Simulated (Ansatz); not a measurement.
# The valence band of AlV2C as photoemission sees it, part 4 of 4

Wanted: projected DOS of AlV2C, weighted into photoemission and X-ray emission spectra, at several levels of theory.

Ansatz 0.2.0; DFT, LDA, plane-wave PAW, default files, scalar-relativistic (the session's first sound run).

So far. Step 4 (Antiparallel moments): The starting moments have collapsed: the run ends non-magnetic. Step 5 (With r²SCAN): The starting moments have collapsed: the run ends non-magnetic.

**6. Other settings: scf.initial_density.chi_scale = 0.3**

This step: DFT, LDA, plane-wave PAW, default files, scalar-relativistic; changed: scf.initial_density.chi_scale = 0.3 (Ansatz 0.2.0).

Some settings are changed to see whether the read-outs move.

The input, input.yaml:

```yaml
crystal:
  lattice:
    - [2.8875990726, 0.0, 0.0]
    - [-1.4437995363, 2.5007341528, 0.0]
    - [0.0, 0.0, 13.10482311]
  atoms:
    - { symbol: V, position: [0.3333333333, 0.6666666667, 0.91361578], spin: 2.0 }
    - { symbol: V, position: [0.6666666667, 0.3333333333, 0.08638422], spin: 2.0 }
    - { symbol: V, position: [0.6666666667, 0.3333333333, 0.41361578], spin: 2.0 }
    - { symbol: V, position: [0.3333333333, 0.6666666667, 0.58638422], spin: 2.0 }
    - { symbol: Al, position: [0.6666666667, 0.3333333333, 0.75] }
    - { symbol: Al, position: [0.3333333333, 0.6666666667, 0.25] }
    - { symbol: C, position: [0.0, 0.0, 0.5] }
    - { symbol: C, position: [0.0, 0.0, 0.0] }
magnetization:
  spin_polarized: true
kpoints:
  mp_grid: { grid: [12, 12, 4] }
scf:
  occupations: { method: fermi_dirac, width: 0.05 }
  n_extra_bands: 20
  initial_density: { chi_scale: 0.3 }
hamiltonian:
  xc: lda
  pseudopotentials: { kind: paw }
output:
  forces: true
  stress: true
  dos:
    projected: true
    de: 0.05
    e_range: [-30, 12]
    nscf_kmesh: { grid: [24, 24, 4] }
```

Run with:

```bash
$ ansatz run input.yaml --threads 2 --pin off --max-ram 4096MiB --backend cpu --events-out ev --progress --plain --runs-dir out
```

Numbers of over 12 decimals in the logs are rounded to 6 here.

The program printed:

```text
[...]
Crystal: 8 atoms, lattice volume = 94.631 Å³
Basis set: ecut = 420 eV, 1855 PW (Γ)
Bands: 53, of which v1, the nominal top of the filled ones, is band 33 counted from 1 (32 counted from 0)
Symmetry: 24 space group operations
[...]
k-points: 57 of 576
[...]
Starting moments: Σ|m| = 8 μB on 4 of 8 sites
[...]
SCF iter   1: F=—  HF=-12960.369619 eV  |F-HF|=—  |Δ(HF+E_count)|=         —  Δρ=1.18e-1 (↑1.18e-1 ↓9.67e-2)  dr2=4.88e0  dr2_m=9.69e0  M=0.322 μB ∫|m|=0.469 μB  β_m=0.30  ethr=3.10e-3  ⟨swp⟩=5.3  Hψ=20839  notcnv=0  defer=84
[...]
SCF iter  11: F=-12958.100832 eV  HF=-12958.100832 eV  |F-HF|=5.46e-11  |Δ(HF+E_count)|=  6.31e-10  Δρ=1.79e-7 (↑1.79e-7 ↓1.71e-7)  dr2=1.19e-10  dr2_m=9.14e-13  M=-0.000 μB ∫|m|=0.000 μB  ethr=6.19e-12  ⟨swp⟩=7.3  Hψ=23964  notcnv=0
SCF 1 converged in 11 iterations: F = -12958.100832 eV  dr2 = 1.19e-10
[...]
SCF converged after 11 iterations
Magnetization: -0.0000 μB (33.0000 up, 33.0000 down)
Absolute magnetization: 0.0000 μB (∫|ρ↑−ρ↓|, with the PAW one-centre terms)
[...]
Per-site moments (μB) at R_I (Å): [(-4.3012498270031833e-7, 0.831261), (-4.301249826720514e-7, 0.831261), (-4.3012498261361985e-7, 0.831261), (-4.3012498274727545e-7, 0.831261), (2.6294916321282933e-8, 1.120362), (2.629491616891406e-8, 1.120362), (1.3028299898872946e-7, 0.831261), (1.302829989885268e-7, 0.831261)]
Free energy (F): -12958.100832 eV
[...]
Internal energy: -12958.059754 eV  (E = F + TS)
E sigma→0 (E₀):  -12958.080293 eV
Entropy (-TS):   -0.041078 eV (-5.135 meV/atom)
Fermi energy:    13.612192 eV
[...]
--- Forces (eV/Å), atoms counted from 1 ---
  atom   1  V      0.00000000    -0.00000000     0.62887650
  atom   2  V     -0.00000000     0.00000000    -0.62887650
  atom   3  V     -0.00000000     0.00000000     0.62887650
  atom   4  V     -0.00000000    -0.00000000    -0.62887650
  atom   5  Al     0.00000000     0.00000000     0.00000000
  atom   6  Al     0.00000000    -0.00000000     0.00000000
  atom   7  C      0.00000000    -0.00000000     0.00000000
  atom   8  C      0.00000000     0.00000000     0.00000000
  max |Σ_I F_I| component: 1.11e-16 eV/Å
--- Stress (GPa, compression-positive) ---
       -8.149169      -0.000000       0.000000
        0.000000      -8.149169       0.000000
        0.000000       0.000000      -9.829894
  P = ⅓ Tr σ = -8.7094 GPa (-87.094 kbar)
--- Band table (eV; the first three rows and the last of 114) ---
  k-point 0 ↑: bands = [... 29 lower, 12.9357, 13.3485, 13.3485, 13.3643, 13.3643, 14.2128, 14.2128, 14.2519, ... 16 higher]
  k-point 1 ↑: bands = [... 29 lower, 12.9015, 13.3508, 13.3508, 13.3620, 13.3620, 14.2183, 14.2183, 14.2459, ... 16 higher]
  k-point 2 ↑: bands = [... 29 lower, 12.8056, 13.3564, 13.3564, 13.3564, 13.3564, 14.2318, 14.2318, 14.2318, ... 16 higher]
  k-point 56 ↓: bands = [... 29 lower, 11.6942, 12.0656, 12.0656, 12.8755, 12.8755, 14.6472, 14.6472, 15.0186, ... 16 higher]
```

Wall time 48 s (2 threads of Arm Neoverse V2, shared host); peak memory 0.93 GiB.

Numbers from this step:

```
free energy                                    : -12958.1008 eV
energy at zero smearing                        : -12958.0803 eV
smearing term TS                               : 0.04108 eV
Fermi energy                                   : 13.61 eV
pressure                                       : -8.709 GPa
share of occupied states in no projected shell : 0.0124 of the occupied states in the window
DOS at the Fermi level                         : 5.155 states/eV/cell
```

Maxima picked by a test of local sharpness, so broad peaks and shoulders can be missing; peaks within 0.45 eV of a curve's cut are left out. Valence peaks, by row:

| photon energy (eV) | binding energy (eV) | height (% of the maximum within 13 eV) | main shell | its share (%) |
| --- | --- | --- | --- | --- |
| 21.2 | 10.6 | 12.07 | V 3d | 51.66 |
| 21.2 | 4 | 100 | C 2p | 58.75 |
| 21.2 | 1.6 | 87.39 | V 3d | 90.61 |
| 21.2 | 0.35 | 57.83 | V 3d | 95.07 |
| 150 | 10.65 | 17.13 | C 2s | 51.78 |
| 150 | 3.95 | 56.28 | V 3d | 86.55 |
| 150 | 3.45 | 56.43 | V 3d | 88.61 |
| 150 | 1.6 | 100 | V 3d | 95.23 |
| 150 | 0.35 | 67.08 | V 3d | 98.57 |
| 1487 | 10.7 | 54.56 | C 2s | 76.21 |
| 1487 | 4 | 61.96 | V 3d | 63.14 |
| 1487 | 1.6 | 100 | V 3d | 76.82 |
| 9252 | 10.85 | 100 | C 2s | 60.79 |
| 9252 | 7.85 | 56.82 | Al 3s | 63.86 |
| 9252 | 6 | 69 | V 4s | 52.39 |
| 9252 | 4.85 | 75.28 | Al 3s | 49.05 |
| 9252 | 2.1 | 77.37 | V 4s | 37.85 |

Spectra as before, but with a recipe of its own (widths, and in some runs the light), which changes peak heights and what is resolved: Gaussian 0.45 eV, Lorentzian 0.05 eV plus 0.08 times the binding energy, unpolarised light, analyser at 54.7°, Fermi edge at 300 K; some photon energies differ too.

The free energy moves by 0.0 meV an atom against the base run, the DOS at the Fermi level from 5.15 to 5.15 states/eV.

**7. Other settings: basis.xc_grid = 2 and basis.ecutrho_ratio = 9**

This step: DFT, LDA, plane-wave PAW, default files, scalar-relativistic; changed: basis.xc_grid = 2, basis.ecutrho_ratio = 9 (Ansatz 0.2.0).

Some settings are changed to see whether the read-outs move.

Changes to input.yaml since step 6:

```diff
@@ -21,3 +21,2 @@
   n_extra_bands: 20
-  initial_density: { chi_scale: 0.3 }
 hamiltonian:
@@ -33 +32,4 @@
     nscf_kmesh: { grid: [24, 24, 4] }
+basis:
+  xc_grid: 2
+  ecutrho_ratio: 9
```

The program printed:

```text
[...]
Crystal: 8 atoms, lattice volume = 94.631 Å³
Basis set: ecut = 420 eV, 1855 PW (Γ), exchange–correlation on 60×60×270 points (8 copies of the dense FFT grid, shifted against one another)
Bands: 53, of which v1, the nominal top of the filled ones, is band 33 counted from 1 (32 counted from 0)
Symmetry: 24 space group operations
[...]
k-points: 57 of 576
[...]
Starting moments: Σ|m| = 8 μB on 4 of 8 sites
[...]
SCF iter   1: F=—  HF=-12965.029838 eV  |F-HF|=—  |Δ(HF+E_count)|=         —  Δρ=1.50e-1 (↑1.50e-1 ↓7.98e-2)  dr2=1.58e1  dr2_m=9.79e0  M=0.294 μB ∫|m|=0.433 μB  β_m=0.30  ethr=3.10e-3  ⟨swp⟩=5.6  Hψ=21398  notcnv=0  defer=80
[...]
SCF iter  11: F=-12958.100834 eV  HF=-12958.100834 eV  |F-HF|=4.14e-9  |Δ(HF+E_count)|=  2.91e-10  Δρ=9.99e-7 (↑9.99e-7 ↓9.94e-7)  dr2=4.51e-9  dr2_m=7.00e-13  M=0.000 μB ∫|m|=0.000 μB  ethr=3.53e-12  ⟨swp⟩=7.9  Hψ=27120  notcnv=0
SCF 1 converged in 11 iterations: F = -12958.100834 eV  dr2 = 4.51e-9
[...]
SCF converged after 11 iterations
Magnetization: 0.0000 μB (33.0000 up, 33.0000 down)
Absolute magnetization: 0.0000 μB (∫|ρ↑−ρ↓|, with the PAW one-centre terms)
[...]
Per-site moments (μB) at R_I (Å): [(3.155368391808782e-8, 0.831261), (3.15536839774828e-8, 0.831261), (3.155368399016316e-8, 0.831261), (3.155368389840723e-8, 0.831261), (7.753549661358076e-9, 1.120362), (7.75354969980971e-9, 1.120362), (1.7033800250585849e-7, 0.831261), (1.7033800250452451e-7, 0.831261)]
Free energy (F): -12958.100834 eV
[...]
Internal energy: -12958.059755 eV  (E = F + TS)
E sigma→0 (E₀):  -12958.080295 eV
Entropy (-TS):   -0.041078 eV (-5.135 meV/atom)
Fermi energy:    13.612176 eV
[...]
--- Forces (eV/Å), atoms counted from 1 ---
  atom   1  V     -0.00000000    -0.00000000     0.62887539
  atom   2  V     -0.00000000     0.00000000    -0.62887539
  atom   3  V      0.00000000     0.00000000     0.62887539
  atom   4  V      0.00000000    -0.00000000    -0.62887539
  atom   5  Al    -0.00000000     0.00000000     0.00000000
  atom   6  Al     0.00000000    -0.00000000     0.00000000
  atom   7  C      0.00000000     0.00000000     0.00000000
  atom   8  C      0.00000000     0.00000000    -0.00000000
  max |Σ_I F_I| component: 2.22e-16 eV/Å
--- Stress (GPa, compression-positive) ---
       -8.149017       0.000000       0.000000
        0.000000      -8.149017       0.000000
        0.000000       0.000000      -9.829834
  P = ⅓ Tr σ = -8.7093 GPa (-87.093 kbar)
--- Band table (eV; the first three rows and the last of 114) ---
  k-point 0 ↑: bands = [... 29 lower, 12.9357, 13.3485, 13.3485, 13.3643, 13.3643, 14.2128, 14.2128, 14.2519, ... 16 higher]
  k-point 1 ↑: bands = [... 29 lower, 12.9015, 13.3508, 13.3508, 13.3620, 13.3620, 14.2182, 14.2182, 14.2459, ... 16 higher]
  k-point 2 ↑: bands = [... 29 lower, 12.8056, 13.3564, 13.3564, 13.3564, 13.3564, 14.2318, 14.2318, 14.2318, ... 16 higher]
  k-point 56 ↓: bands = [... 29 lower, 11.6942, 12.0656, 12.0656, 12.8755, 12.8755, 14.6472, 14.6472, 15.0186, ... 16 higher]
```

It took 49 s on 2 threads; peak memory 0.99 GiB; 98 s of CPU time.

The DOS has structure finer than the step of the table below, so its rows give means over 1 eV, whole bins alone (the curve runs from -13.9 to 6.47 eV). Peaks (eV: height): total -4.0: 11.2, -1.5: 9.94, 1.0: 11.2, 1.5: 14.2; V 3d -1.5: 6.02, 0.6: 8.13, 1.0: 9.67, 1.5: 13.1; C 2p -4.8: 2.08, -4.0: 5.36, -3.3: 2.71, 5.7: 2.16; Al 3p -4.8: 0.685, -2.1: 2.17, -1.5: 2.74, 3.1: 0.888; C 2s -10.5: 3.80.

* holds the states left over by the projection beside any projected weight of its own. The DOS by E, zero at the Fermi level; means over each step; 7 of 8 lines; values in states/eV/cell:

| E (eV) | total | V 3d | C 2p | Al 3p | C 2s | Al 3s | V 4s |
| --- | --- | --- | --- | --- | --- | --- | --- |
| -13 | 0.00177 | 0 | 0 | 1.2e-5 | 7.9e-4 | 1.3e-5 | 9.2e-4 |
| -12 | 0.916 | 0.0382 | 0.0171 | 0.0222 | 0.452 | 0.00285 | 0.356 |
| -11 | 2.40 | 0.455 | 0.0487 | 0.0273 | 1.49 | 0.00148 | 0.299 |
| -10 | 0.682 | 0.183 | 0.00279 | 0.00216 | 0.460 | 6.6e-5 | 0.0143 |
| -9 | 0.143 | 0.00163 | 0.00693 | 0.0153 | 0.00288 | 0.0805 | 0.0340 |
| -8 | 0.730 | 0.0358 | 0.0205 | 0.198 | 0.0282 | 0.342 | 0.0923 |
| -7 | 0.848 | 0.102 | 0.0422 | 0.318 | 0.0177 | 0.274 | 0.0826 |
| -6 | 2.35 | 0.630 | 0.887 | 0.354 | 0.0151 | 0.195 | 0.224 |
| -5 | 3.47 | 1.09 | 1.40 | 0.424 | 0.0330 | 0.256 | 0.189 |
| -4 | 5.79 | 2.34 | 2.52 | 0.383 | 0.0233 | 0.310 | 0.0889 |
| -3 | 3.39 | 1.57 | 1.12 | 0.388 | 0.0157 | 0.225 | 0.0213 |
| -2 | 6.88 | 4.23 | 0.252 | 1.78 | 0.0561 | 0.182 | 0.175 |
| -1 | 4.43 | 3.48 | 0.0904 | 0.563 | 0.0246 | 0.0711 | 0.0797 |
| 0 | 4.40 | 3.95 | 0.0944 | 0.221 | 0.00510 | 0.00588 | 0.0337 |
| 1 | 7.65 | 6.84 | 0.224 | 0.228 | 0.0195 | 0.117 | 0.0994 |
| 2 | 7.38 | 6.12 | 0.429 | 0.554 | 0.0452 | 0.0908 | 0.0518 |
| 3 | 3.47 | 1.89 | 0.455 | 0.633 | 0.0322 | 0.242 | 0.0830 |
| 4 | 5.64 | 2.72 | 1.20 | 0.583 | 0.261 | 0.379 | 0.191 |
| 5 | 5.39 | 2.04 | 1.15 | 0.661 | 0.248 | 0.290 | 0.530 |

This run's widths, added to any smearing of the DOS itself: Gaussian 0.45 eV, Lorentzian 0.1 eV plus 0.03 an eV of depth. Table of intensity by binding energy, zero at the Fermi level; values in % of the maximum within 13 eV:

| binding energy (eV) | 21.2 eV | 100 eV | 400 eV | 1486.7 eV | 8047.8 eV |
| --- | --- | --- | --- | --- | --- |
| -1 | 1.38 | 1.43 | 1.41 | 1.42 | 0.955 |
| 0 | 37.5 | 43.0 | 41.5 | 37.1 | 12.4 |
| 1 | 63.3 | 73.0 | 71.5 | 67.9 | 35.4 |
| 2 | 82.1 | 91.8 | 92.3 | 94.9 | 66.0 |
| 3 | 49.7 | 37.0 | 36.6 | 40.3 | 35.4 |
| 4 | 99.5 | 61.0 | 58.7 | 63.6 | 57.2 |
| 5 | 51.3 | 30.2 | 30.6 | 40.6 | 60.4 |
| 6 | 32.1 | 18.4 | 19.3 | 29.4 | 55.8 |
| 7 | 5.64 | 4.76 | 6.97 | 17.6 | 42.3 |
| 8 | 2.76 | 2.71 | 5.25 | 17.4 | 46.3 |
| 9 | 1.39 | 1.42 | 2.45 | 7.06 | 17.5 |
| 10 | 4.85 | 6.19 | 9.25 | 18.6 | 27.6 |
| 11 | 10.4 | 15.0 | 23.9 | 52.4 | 91.5 |
| 12 | - | 4.50 | 8.66 | 24.5 | 61.5 |
| 13 | - | 0.789 | 1.38 | 3.60 | 8.51 |

Maxima picked by a test of local sharpness, so broad peaks and shoulders can be missing; peaks within 0.45 eV of a curve's cut are left out. Valence peaks, by row:

| photon energy (eV) | binding energy (eV) | height (% of the maximum within 13 eV) | main shell | its share (%) |
| --- | --- | --- | --- | --- |
| 21.2 | 10.6 | 16.06 | V 3d | 59.07 |
| 21.2 | 4.05 | 100 | C 2p | 55.24 |
| 21.2 | 3.45 | 88.38 | V 3d | 50.23 |
| 21.2 | 1.6 | 88.15 | V 3d | 92.41 |
| 100 | 10.6 | 20.9 | V 3d | 54.65 |
| 100 | 4 | 61.3 | V 3d | 85.17 |
| 100 | 3.4 | 59.75 | V 3d | 88 |
| 100 | 1.6 | 100 | V 3d | 96.17 |
| 400 | 10.65 | 31.71 | C 2s | 62.43 |
| 400 | 4 | 58.94 | V 3d | 84.83 |
| 400 | 3.4 | 57.54 | V 3d | 87.51 |
| 400 | 1.6 | 100 | V 3d | 92.09 |
| 1487 | 10.65 | 65.03 | C 2s | 76.52 |
| 1487 | 4.05 | 63.86 | V 3d | 66.89 |
| 1487 | 3.45 | 60.39 | V 3d | 71.44 |
| 1487 | 1.6 | 100 | V 3d | 79.17 |
| 8048 | 10.7 | 100 | C 2s | 70.05 |
| 8048 | 8.05 | 46.42 | Al 3s | 67.56 |
| 8048 | 6.05 | 56.14 | V 4s | 51.52 |
| 8048 | 4.85 | 61.34 | Al 3s | 48.94 |
| 8048 | 4.25 | 59.68 | Al 3s | 51.85 |
| 8048 | 2.1 | 66.86 | V 4s | 32.95 |

Spectra as before, but with a recipe of its own (widths, and in some runs the light), which changes peak heights and what is resolved: Gaussian 0.45 eV, Lorentzian 0.1 eV plus 0.03 times the binding energy, unpolarised light, analyser at 45°, Fermi edge at 300 K; some photon energies differ too.

**8. Results**

* least gap on the mesh and the path: under 0.05 eV or none
* strongest listed peak within 13 eV of the zero, at 1486.7 eV: 1.6 eV binding, mostly V 3d
* strongest listed peak within 13 eV of the zero, at 21.2 eV: 4.0 eV binding, mostly C 2p
* V 3d centre of the filled part: -2.77 eV (4.0 states an atom)
* LDA (63 s on 2 threads): no clear gap, highest Al Kα peak within 13 eV at 1.6 eV (V 3d)
* PBEsol (60 s on 2 threads): no clear gap, highest Al Kα peak within 13 eV at 1.6 eV (V 3d)
* antiparallel start, ending at a net 0.0 μB (2.8 min on 2 threads): no clear gap, highest Al Kα peak within 13 eV at 10.6 eV (C 2s)
* r²SCAN (2.4 min on 2 threads): no clear gap, highest Al Kα peak within 13 eV at 1.8 eV (V 3d)
* other settings (48 s on 2 threads): no clear gap, highest Al Kα peak within 13 eV at 1.6 eV (V 3d)
* other settings #2 (49 s on 2 threads): no clear gap, highest Al Kα peak within 13 eV at 1.6 eV (V 3d)

In words: AlV2C is without a gap at the base level, and its valence spectrum changes with photon energy as the shells' cross sections do. At 21.2 eV the valence spectrum has its highest listed peaks within 10.8 eV at 1.6 eV (V 3d) and 4.0 eV (C 2p). At 1486.7 eV the valence spectrum has its highest listed peaks within 13 eV at 1.6 eV (V 3d), 4.0 eV (V 3d) and 10.7 eV (C 2s). The shell named is the one with most of the intensity, cross sections included, not always the one with most states there. In the main run, from 1486.7 eV towards hard X-rays the V 4s share grows by 20 points, as its cross section falls more slowly with photon energy than those of the shells it gains on. At 21.2 eV the area is led by V 3d (62 %), at 5414.7 eV by Al 3s (31 %), since cross sections fall faster with photon energy for shells of higher angular momentum. Kohn–Sham levels aren't quasiparticle energies, so peak positions are approximate. Each run has its own recipe for the spectra (widths, photon energies, in some runs the light), so peak heights and places can differ between runs for that reason too. The structure comes from a computed Materials Project entry, not from a measurement.

[Logs are printed without paths, hosts, clocks, repeated set-up lines and the standing remarks that a program may print on its own settings, such as how far it seeks lower states.]

[Hosts, paths, dates, database ids (printed as entryN), source tags and the programs' standing remarks are cut or masked in the printed files.]

[Maps of the electrostatic potential energy from Ansatz leave out the sawtooth potential of an applied field or a dipole correction, so their vacuum need not be flat; work functions include it.]

[Peak lists hold at most the 14 tallest peaks of each spectrum; further lines can be left out.]
